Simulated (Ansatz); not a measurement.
Rows from a G0W0 calculation on SnO2 (Cassiterite) (Ansatz 0.2.0; G0W0 on PBE, plane waves, PAW; 4×4×4 mesh, 459 empty bands, screening to 200 eV), in eV. Spin-orbit coupling is left out.

```csv
row,k,band,start,Σx,Σc at the solution,Vxc
A,Γ,c2,15.696,-12.112,-4.884,-17.836
B,Γ,c1,10.810,-14.434,-3.612,-18.581
C,Γ,v1,9.529,-27.177,5.027,-21.142
D,Γ,v2,8.755,-26.424,4.697,-20.767
```

Work out each quasiparticle level and how far it moved.

The quasiparticle equation reads E = start + Σx + Σc(E) − Vxc.

```
row  E (eV)  shift (eV)
  A  16.535      +0.839
  B  11.344      +0.535
  C   8.521      −1.008
  D   7.795      −0.959
```

The gap over the computed points goes from 1.28 eV to 2.82 eV.

Limits: not at the basis limit; no spin-orbit coupling; coarse k mesh.

[Paths, hosts, dates, memory and timing lines, banners, echoed tables and standing remarks are left out of the program output.]

[Logs are printed without paths, hosts, clocks, repeated set-up lines and the standing remarks that a program may print on its own settings, such as how far it seeks lower states.]

[Runs of the session that timed out or met a known fault of the program may be left out.]

[Cells called generated may have been cut or substituted from an entry of the Crystallography Open Database or the Materials Project.]

[Hosts, paths, dates, database ids (printed as entryN), source tags and the programs' standing remarks are cut or masked in the printed files.]
